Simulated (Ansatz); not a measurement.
**How MgHg2P2 (model structure) absorbs and reflects light**

What colour and refractive index does MgHg2P2 (model structure) have at this level of theory? The cell was made here by substitution or stacking, whether or not such a phase is known. It was built so: All Ca replaced by Mg and Cd replaced by Hg in the P-3m1 structure of CaCd2P2.

Main program and level: Ansatz 0.2.0; DFT, PBE, plane-wave PAW, default files, scalar-relativistic, independent-particle optical response without local fields.

## 1. The system as given

Symmetry: P-3m1, No. 164, trigonal system. Conventional cell: a = 3.942 Å, b = 3.942 Å, c = 6.480 Å, α = 90.00°, β = 90.00°, γ = 120.00°. Nearest to Hg lie 4 P at 2.41 to 2.57 Å. Nearest to P lie 4 Hg at 2.41 to 2.57 Å and 3 Mg at 2.76 Å. Nearest to Mg lie 6 P at 2.76 Å. Farther neighbours, and contacts between anions beyond the nearest, are not listed.

## 2. Relaxation

The structure was built or cut out here, so it is relaxed before any spectrum is computed.

This step: DFT, PBE, plane-wave PAW, default files, scalar-relativistic, relaxation (Ansatz 0.2.0).

File input.yaml:

```yaml
crystal:
  lattice:
    - [3.94203142, 0.0, 0.0]
    - [-1.97101571, 3.41389935, 0.0]
    - [0.0, 0.0, 6.48034204]
  atoms:
    - { symbol: Hg, position: [0.66666667, 0.33333333, 0.3631] }
    - { symbol: Hg, position: [0.33333333, 0.66666667, 0.6369] }
    - { symbol: P, position: [0.66666667, 0.33333333, 0.7595] }
    - { symbol: P, position: [0.33333333, 0.66666667, 0.2405] }
    - { symbol: Mg, position: [0.0, 0.0, 0.0] }
kpoints:
  mp_grid: { grid: [7, 7, 4] }
scf:
  occupations: { method: fermi_dirac, width: 0.05 }
hamiltonian:
  xc: pbe
  pseudopotentials: { kind: paw }
output:
  forces: true
  stress: true
relax:
  f_tol: 0.02
  max_steps: 50
  cell: {}
```

On the command line:

```console
ansatz run input.yaml --threads 4 --pin off --max-ram 8192MiB --backend cpu --events-out ev --progress --plain --runs-dir out
```

Standard output:

```text
Engine: ansatz 0.2.0, x86_64-unknown-linux-gnu
Pseudopotentials: kind: paw
Pseudopotential: Hg, paw, valence charge 20, recommended cutoff 420 eV (normal), Hg.paw.azcp
Pseudopotential: P, paw, valence charge 5, recommended cutoff 420 eV (normal), P.paw.azcp
Pseudopotential: Mg, paw, valence charge 10, recommended cutoff 420 eV (normal), Mg.paw.azcp
Functional definition: PBE
  parameter kappa = 0.804
  parameter beta = 0.066725
  exchange = pbe_x(kappa = kappa, mu = beta*pi^2/3)
  correlation = pbe_c(beta = beta)
Crystal: 5 atoms, lattice volume = 87.210 Å³
Basis set: ecut = 420 eV, 1737 PW (Γ), exchange–correlation on 54×54×90 points (8 copies of the dense FFT grid, shifted against one another)
Bands: 36, of which v1, the nominal top of the filled ones, is band 30 counted from 1 (29 counted from 0)
Symmetry: 12 space group operations
Space group: P-3m1 (ITA 164), of the structure as read, at distance tolerance 4.4e-5 Å
k-points: 28 of 196
Non-local potential: Hg, projectors of the file, l = 0: 3, l = 1: 2, l = 2: 2, l = 3: 1
Non-local potential: P, projectors of the file, l = 0: 2, l = 1: 2, l = 2: 2
Non-local potential: Mg, projectors of the file, l = 0: 3, l = 1: 2, l = 2: 1
PAW form: soft (Blöchl's): semilocal exchange-correlation on the pseudo side does not see the compensation charge
PAW one-centre angular grid: Hg, 590 points (default); XC on 64 Gauss nodes
PAW one-centre angular grid: P, 110 points (default); XC on 64 Gauss nodes
PAW one-centre angular grid: Mg, 110 points (default); XC on 64 Gauss nodes
Initial density: superposition of atomic densities (neutral atoms: chi_scale 0, normalization atom), corrected by the library's trained network
Initial wavefunctions: pseudopotential atomic-orbital guess
Functional: x = pbe(κ = 0.804, μ = 0.219515), c = pbe(β = 0.066725)
SCF iter   1: F=—  HF=-31059.934979 eV  |F-HF|=—  |Δ(HF+E_count)|=         —  Δρ=2.71e-3  dr2=1.54e-2  ethr=1.77e-3  ⟨swp⟩=7.0  Hψ=4332  notcnv=0
preconditioner: auto → Kerker (q_TF=auto, 2.563 Å⁻¹)  [metal: Δε(μ)=0.093 eV  Ē_g=10.705 eV  σ=0.050 eV  W_gap=0.41  n_scr=22 (ndim 8)  ℏωp=23.9 eV  f_vac=0.005  D(μ)=0.65/eV (n_scr^D=2)]
SCF iter   2: F=—  HF=-31059.933917 eV  |F-HF|=—  |Δ(HF+E_count)|=   1.06e-3  Δρ=1.54e-3  dr2=5.84e-3  ethr=2.57e-5  ⟨swp⟩=2.0  Hψ=1707  notcnv=0  defer=6
SCF iter   3: F=—  HF=-31059.932750 eV  |F-HF|=—  |Δ(HF+E_count)|=   1.17e-3  Δρ=4.38e-4  dr2=5.07e-4  ethr=9.74e-6  ⟨swp⟩=2.0  Hψ=1157  notcnv=0  defer=6
SCF iter   4: F=—  HF=-31059.932667 eV  |F-HF|=—  |Δ(HF+E_count)|=   8.31e-5  Δρ=1.94e-4  dr2=6.57e-5  ethr=8.45e-7  ⟨swp⟩=2.1  Hψ=1418  notcnv=0  defer=6
SCF iter   5: F=—  HF=-31059.932671 eV  |F-HF|=—  |Δ(HF+E_count)|=   4.70e-6  Δρ=6.47e-5  dr2=6.53e-6  ethr=1.10e-7  ⟨swp⟩=2.1  Hψ=1283  notcnv=0  defer=6
SCF iter   6: F=—  HF=-31059.932673 eV  |F-HF|=—  |Δ(HF+E_count)|=   1.95e-6  Δρ=2.36e-5  dr2=1.25e-6  ethr=1.09e-8  ⟨swp⟩=2.0  Hψ=1392  notcnv=0  defer=6
SCF iter   7: F=-31059.932674 eV  HF=-31059.932674 eV  |F-HF|=4.73e-8  |Δ(HF+E_count)|=   1.54e-7  Δρ=8.47e-6  dr2=9.59e-8  ethr=1.67e-10  ⟨swp⟩=3.1  Hψ=4143  notcnv=0
SCF 1 converged in 7 iterations: F = -31059.932674 eV  dr2 = 9.59e-8
  greatest PAW one-centre occupation: 1.000 electrons in one spin orbital (limit 2), on the Hg atom at site 1 (counted from 0), in its partial waves of l = 0
relax step   1: F+E_penalty+E_count = -31059.93267354 eV  Δ(F+E_penalty+E_count) = +0.000e0 eV  max|allowed force component| = 3.071e0 eV/Å  Δτ_max = 0.0000 Å  P = +27.894 GPa  Ω = 87.210 Å³  (7 SCF iters, dr2 threshold 1.00e-7 eV, accepted)
Crystal: 5 atoms, lattice volume = 99.830 Å³
Basis set: ecut = 420 eV, 1943 PW (Γ), exchange–correlation on 54×54×90 points (8 copies of the dense FFT grid, shifted against one another)
Initial density: handed on by an earlier stage of this run
Initial wavefunctions: those handed on with the density
iter 1 solved again at ethr=1.39e-3 eV; its pass at ethr=3.10e-3 eV (dr2=8.36e-1 eV) is discarded
SCF iter   1: F=—  HF=-31061.812071 eV  |F-HF|=—  |Δ(HF+E_count)|=         —  Δρ=1.52e-2  dr2=8.50e-1  ethr=1.39e-3  ⟨swp⟩=1.0  Hψ=5658  notcnv=0
preconditioner: auto → LDOS  [metal: Δε(μ)=0.064 eV  Ē_g=9.981 eV  σ=0.050 eV  W_gap=0.31  n_scr=22 (ndim 8)  ℏωp=22.3 eV  f_vac=0.021  D(μ)=1.14/eV (n_scr^D=2)  β→1.0]
SCF iter   2: F=—  HF=-31061.834289 eV  |F-HF|=—  |Δ(HF+E_count)|=   2.22e-2  Δρ=1.49e-2  dr2=9.99e-1  ethr=1.39e-3  ⟨swp⟩=4.0  Hψ=2002  notcnv=0
SCF iter   3: F=—  HF=-31061.621263 eV  |F-HF|=—  |Δ(HF+E_count)|=   2.13e-1  Δρ=2.38e-3  dr2=8.64e-3  ethr=1.39e-3  ⟨swp⟩=3.0  Hψ=1772  notcnv=0  defer=26
SCF iter   4: F=—  HF=-31061.619704 eV  |F-HF|=—  |Δ(HF+E_count)|=   1.56e-3  Δρ=5.20e-4  dr2=2.52e-4  ethr=1.44e-5  ⟨swp⟩=2.0  Hψ=1497  notcnv=0  defer=26
SCF iter   5: F=—  HF=-31061.619692 eV  |F-HF|=—  |Δ(HF+E_count)|=   1.23e-5  Δρ=1.90e-4  dr2=2.06e-5  ethr=4.21e-7  ⟨swp⟩=2.1  Hψ=1653  notcnv=0  defer=26
SCF iter   6: F=—  HF=-31061.619695 eV  |F-HF|=—  |Δ(HF+E_count)|=   2.91e-6  Δρ=2.27e-5  dr2=5.19e-7  ethr=3.44e-8  ⟨swp⟩=2.0  Hψ=1733  notcnv=0  defer=26
SCF iter   7: F=-31061.619695 eV  HF=-31061.619695 eV  |F-HF|=1.31e-9  |Δ(HF+E_count)|=   2.64e-7  Δρ=6.37e-6  dr2=5.07e-8  ethr=8.33e-10  ⟨swp⟩=4.9  Hψ=3372  notcnv=0
SCF 2 converged in 7 iterations: F = -31061.619695 eV  dr2 = 5.07e-8
relax step   2: F+E_penalty+E_count = -31061.61969481 eV  Δ(F+E_penalty+E_count) = -1.687e0 eV  max|allowed force component| = 7.273e-1 eV/Å  Δτ_max = 0.1176 Å  P = +6.609 GPa  Ω = 99.830 Å³  energy of the carried Pulay correction = -3.572e-3 eV  (7 SCF iters, dr2 threshold 5.00e-7 eV, accepted)
Crystal: 5 atoms, lattice volume = 105.490 Å³
Basis set: ecut = 420 eV, 2045 PW (Γ), exchange–correlation on 54×54×90 points (8 copies of the dense FFT grid, shifted against one another)
iter 1 solved again at ethr=1.31e-4 eV; its pass at ethr=3.10e-3 eV (dr2=7.85e-2 eV) is discarded
SCF iter   1: F=—  HF=-31061.813506 eV  |F-HF|=—  |Δ(HF+E_count)|=         —  Δρ=5.31e-3  dr2=8.06e-2  ethr=1.31e-4  ⟨swp⟩=2.0  Hψ=5109  notcnv=0
preconditioner: auto → LDOS  [metal: Δε(μ)=0.057 eV  Ē_g=9.493 eV  σ=0.050 eV  W_gap=0.28  n_scr=22 (ndim 8)  ℏωp=21.7 eV  f_vac=0.018  D(μ)=1.04/eV (n_scr^D=2)  β→1.0]
SCF iter   2: F=—  HF=-31061.810540 eV  |F-HF|=—  |Δ(HF+E_count)|=   2.97e-3  Δρ=4.23e-3  dr2=8.02e-2  ethr=1.31e-4  ⟨swp⟩=3.2  Hψ=1922  notcnv=0
SCF iter   3: F=—  HF=-31061.795216 eV  |F-HF|=—  |Δ(HF+E_count)|=   1.53e-2  Δρ=9.81e-4  dr2=4.09e-3  ethr=1.31e-4  ⟨swp⟩=3.1  Hψ=1539  notcnv=0  defer=26
SCF iter   4: F=—  HF=-31061.794368 eV  |F-HF|=—  |Δ(HF+E_count)|=   8.48e-4  Δρ=2.47e-4  dr2=3.31e-5  ethr=6.82e-6  ⟨swp⟩=2.2  Hψ=1441  notcnv=0  defer=26
SCF iter   5: F=—  HF=-31061.794424 eV  |F-HF|=—  |Δ(HF+E_count)|=   5.65e-5  Δρ=7.47e-5  dr2=3.53e-6  ethr=5.51e-8  ⟨swp⟩=2.7  Hψ=1535  notcnv=0  defer=26
SCF iter   6: F=-31061.794425 eV  HF=-31061.794425 eV  |F-HF|=4.98e-8  |Δ(HF+E_count)|=   5.95e-7  Δρ=1.07e-5  dr2=9.52e-8  ethr=8.33e-10  ⟨swp⟩=5.0  Hψ=3663  notcnv=0
SCF 3 converged in 6 iterations: F = -31061.794425 eV  dr2 = 9.52e-8
relax step   3: F+E_penalty+E_count = -31061.79442497 eV  Δ(F+E_penalty+E_count) = -1.747e-1 eV  max|allowed force component| = 3.550e-1 eV/Å  Δτ_max = 0.0437 Å  P = +1.702 GPa  Ω = 105.490 Å³  energy of the carried Pulay correction = -5.024e-3 eV  (6 SCF iters, dr2 threshold 5.00e-7 eV, accepted)
[...]
relax step   4: F+E_penalty+E_count = -31061.82556719 eV  Δ(F+E_penalty+E_count) = -3.114e-2 eV  max|allowed force component| = 6.103e-2 eV/Å  Δτ_max = 0.0483 Å  P = +0.216 GPa  Ω = 106.905 Å³  energy of the carried Pulay correction = -5.374e-3 eV  (6 SCF iters, dr2 threshold 5.00e-7 eV, accepted)
[...]
relax step   5: F+E_penalty+E_count = -31061.82644462 eV  Δ(F+E_penalty+E_count) = -8.774e-4 eV  max|allowed force component| = 1.589e-3 eV/Å  Δτ_max = 0.0112 Å  P = -0.001 GPa  Ω = 107.114 Å³  energy of the carried Pulay correction = -5.425e-3 eV  (5 SCF iters, dr2 threshold 2.33e-7 eV, accepted)
[...]
relax step   6: F+E_penalty+E_count = -31061.83525083 eV  Δ(F+E_penalty+E_count) = -8.806e-3 eV  max|allowed force component| = 9.487e-4 eV/Å  Δτ_max = 0.0000 Å  P = +0.121 GPa  Ω = 107.114 Å³  stress off target by 1.22e-1 GPa  SCF on the basis re-selected at this cell (its energy is not comparable with the rows above)  (7 SCF iters)
[...]
relax step   7: F+E_penalty+E_count = -31061.83528862 eV  Δ(F+E_penalty+E_count) = -3.779e-5 eV  max|allowed force component| = 2.516e-3 eV/Å  Δτ_max = 0.0008 Å  P = +0.002 GPa  Ω = 107.336 Å³  energy of the carried Pulay correction = -4.407e-5 eV  (5 SCF iters, dr2 threshold 3.74e-8 eV, accepted)
iter 1 solved again at ethr=7.30e-8 eV; its pass at ethr=3.10e-3 eV (dr2=4.38e-5 eV) is discarded
SCF iter   1: F=—  HF=-31061.835263 eV  |F-HF|=—  |Δ(HF+E_count)|=         —  Δρ=6.97e-5  dr2=1.17e-7  ethr=7.30e-8  ⟨swp⟩=4.0  Hψ=6956  notcnv=0
preconditioner: auto → LDOS  [metal: Δε(μ)=0.080 eV  Ē_g=9.251 eV  σ=0.050 eV  W_gap=0.35  n_scr=22 (ndim 8)  ℏωp=21.5 eV  f_vac=0.019  D(μ)=1.12/eV (n_scr^D=2)  β→1.0]
SCF iter   2: F=—  HF=-31061.835330 eV  |F-HF|=—  |Δ(HF+E_count)|=   6.71e-5  Δρ=2.43e-6  dr2=8.14e-9  ethr=1.95e-10  ⟨swp⟩=3.7  Hψ=2177  notcnv=0
SCF iter   3: F=—  HF=-31061.835330 eV  |F-HF|=—  |Δ(HF+E_count)|=   1.01e-9  Δρ=1.84e-6  dr2=5.07e-9  ethr=1.36e-11  ⟨swp⟩=2.1  Hψ=1781  notcnv=0
SCF iter   4: F=—  HF=-31061.835330 eV  |F-HF|=—  |Δ(HF+E_count)|=  9.17e-10  Δρ=7.93e-7  dr2=7.93e-10  ethr=8.45e-12  ⟨swp⟩=2.8  Hψ=1425  notcnv=0
SCF iter   5: F=—  HF=-31061.835330 eV  |F-HF|=—  |Δ(HF+E_count)|=  2.07e-10  Δρ=1.59e-7  dr2=6.60e-11  ethr=1.32e-12  ⟨swp⟩=2.0  Hψ=1458  notcnv=0
SCF iter   6: F=-31061.835330 eV  HF=-31061.835330 eV  |F-HF|=7.28e-12  |Δ(HF+E_count)|=  1.09e-11  Δρ=2.98e-8  dr2=1.27e-12  ethr=1.00e-12  ⟨swp⟩=4.8  Hψ=3291  notcnv=0
SCF 8 converged in 6 iterations: F = -31061.835330 eV  dr2 = 1.27e-12
relax step   8: F+E_penalty+E_count = -31061.83533013 eV  Δ(F+E_penalty+E_count) = -4.151e-5 eV  max|allowed force component| = 2.514e-3 eV/Å  Δτ_max = 0.0000 Å  P = +0.002 GPa  Ω = 107.336 Å³  stress off target by 9.35e-3 GPa  SCF on the basis re-selected at this cell (its energy is not comparable with the rows above)  (6 SCF iters)
basis re-selected at this cell: Δ(F+E_penalty+E_count) = -4.151e-5 eV, ΔP = -0.000 GPa vs the last step (what re-selecting the basis moved, of the pressure what is left beyond the Pulay correction that the steps carried, after the strain that the cell walked since its last selection, with what the two solves' SCF thresholds leave and, on support functions, any second-order correction that the steps lacked; it is no m [...]
SCF converged after 6 iterations
Free energy (F): -31061.835330 eV
Harris-Foulkes:  -31061.835330 eV  (|F-HF|=7.28e-12)
Internal energy: -31061.826141 eV  (E = F + TS)
E sigma→0 (E₀):  -31061.830735 eV
Entropy (-TS):   -0.009189 eV (-1.838 meV/atom)
Fermi energy:    10.222365 eV
--- Per-component energies (eV) ---
  E_band       = -1236.809517
  E_kinetic    = 1419.775923
  E_local      = -8150.902991  (includes V_loc(G=0)·N_el)
  E_nonlocal   = 307.320094
  E_hartree    = 3396.855904
  E_xc         = -591.775688
  E_vxc        = -682.333467  (∫ρ·V_xc dr)
  E_paw        = -21319.225152  (= ΣΔE_a)
  E_vpaw       = -924.382841  (= ΣTr[D̂ρ^β])
  E_aug_tail   = 0.001856  (compensation charges beyond the density's cutoff)
  E_ewald      = -6123.876086
  E_smearing   = -0.009189  (= −TS)
  E_closure    = 0.000000  (closes the sum)
  Σ components = -31061.835330   (vs F -31061.835330, Δ=0.00e0)
--- Forces (eV/Å), atoms counted from 1 ---
  atom   1  Hg    -0.00000000    -0.00000000    -0.00251429
  atom   2  Hg     0.00000000     0.00000000     0.00251429
  atom   3  P     -0.00000000     0.00000000    -0.00066871
  atom   4  P     -0.00000000    -0.00000000     0.00066871
  atom   5  Mg     0.00000000     0.00000000     0.00000000
  max |Σ_I F_I| component: 2.08e-17 eV/Å
--- Stress (GPa, compression-positive) ---
        0.006999      -0.000000       0.000000
       -0.000000       0.006999       0.000000
        0.000000       0.000000      -0.009345
  P = ⅓ Tr σ = 0.0016 GPa (0.016 kbar)
--- Relaxed structure (6 steps of the walk, 6 accepted, 2 SCFs on fresh bases) ---
  F+E_penalty+E_count = -31061.83533013 eV   max|allowed force component| = 2.514e-3 eV/Å   (the final SCF, on the basis selected at the relaxed cell)
  cell:  # Å, volume = 107.3360 Å³
    - [4.208047, 0.0, 0.0]
    - [-2.104024, 3.644276, 0]
    - [0.0, 0, 6.999283]
  atoms:
    - { symbol: Hg, position: [0.666667, 0.333333, 0.357148] }
    - { symbol: Hg, position: [0.333333, 0.666667, 0.642852] }
    - { symbol: P, position: [0.666667, 0.333333, 0.791324] }
    - { symbol: P, position: [0.333333, 0.666667, 0.208676] }
    - { symbol: Mg, position: [0, 0, 0] }
```

The job ended after 8.5 s (4 threads of Intel Xeon Platinum 8488C (Sapphire Rapids), shared host; peak memory 0.54 GiB).

The column dr2 measures how far the density is from self-consistency, as an energy; F and HF (Harris–Foulkes) agree once it is small.

Step by step:

| step | energy less that of the first step (eV) | largest force component (eV/Å) | pressure (GPa) | volume (Å³) |
| --- | --- | --- | --- | --- |
| 1 | 0.0000 | 3.0712 | 27.89 | 87.21 |
| 2 | -1.6870 | 0.7273 | 6.61 | 99.83 |
| 3 | -1.8618 | 0.3550 | 1.70 | 105.49 |
| 4 | -1.8929 | 0.0610 | 0.22 | 106.91 |
| 5 | -1.8938 | 0.0016 | 0.00 | 107.11 |
| 6* | -1.9026 | 0.0009 | 0.12 | 107.11 |
| 7 | -1.9026 | 0.0025 | 0.00 | 107.34 |
| 8* | -1.9027 | 0.0025 | 0.00 | 107.34 |

Relaxation steps marked * repeat the geometry before them on a plane-wave basis chosen anew for their cell, so energy and pressure can jump there.

The run keeps the 12 symmetry operations that the program found, so distortions that break them were not tested.

| conventional cell, symmetrised | before | after | change |
| --- | --- | --- | --- |
| a (Å) | 3.942 | 4.208 | +6.7 % |
| b (Å) | 3.942 | 4.208 | +6.7 % |
| c (Å) | 6.480 | 6.999 | +8.0 % |
| volume (Å³/atom) | 17.44 | 21.47 | +23.1 % |

The atoms that moved most (Å, as changes of fractional coordinates times the final cell):

| atom | dx | dy | dz | length |
| --- | --- | --- | --- | --- |
| P3 | 0.000 | 0.000 | 0.223 | 0.223 |
| P4 | 0.000 | 0.000 | -0.223 | 0.223 |
| Hg2 | 0.000 | 0.000 | 0.042 | 0.042 |
| Hg1 | 0.000 | 0.000 | -0.042 | 0.042 |

Final coordinates:

```cif
data_structure
_symmetry_space_group_name_H-M 'P 1'
_symmetry_Int_Tables_number 1
_cell_length_a 4.2080
_cell_length_b 4.2080
_cell_length_c 6.9993
_cell_angle_alpha 90.000
_cell_angle_beta 90.000
_cell_angle_gamma 120.000
_cell_volume 107.34
loop_
_atom_site_label
_atom_site_type_symbol
_atom_site_fract_x
_atom_site_fract_y
_atom_site_fract_z
_atom_site_occupancy
Hg1 Hg 0.66667 0.33333 0.35715 1
Hg2 Hg 0.33333 0.66667 0.64285 1
P3 P 0.66667 0.33333 0.79132 1
P4 P 0.33333 0.66667 0.20868 1
Mg5 Mg 0.00000 0.00000 0.00000 1
```

The relaxation ends with a largest force component of 0.0025 eV/Å and a pressure of 0.00 GPa.

(Part 1 of 2 ends here.)

[Long decimals in the printed logs are rounded to 6 places.]

[Logs are printed without paths, hosts, clocks, repeated set-up lines and the standing remarks that a program may print on its own settings, such as how far it seeks lower states.]

[Hosts, paths, dates, database ids (printed as entryN), source tags and the programs' standing remarks are cut or masked in the printed files.]

[Where the starting crystal was built by hand or by swapping elements, it need not be the compound's stable phase.]

[The count of steps not shown may lack steps that the program refused or didn't finish.]
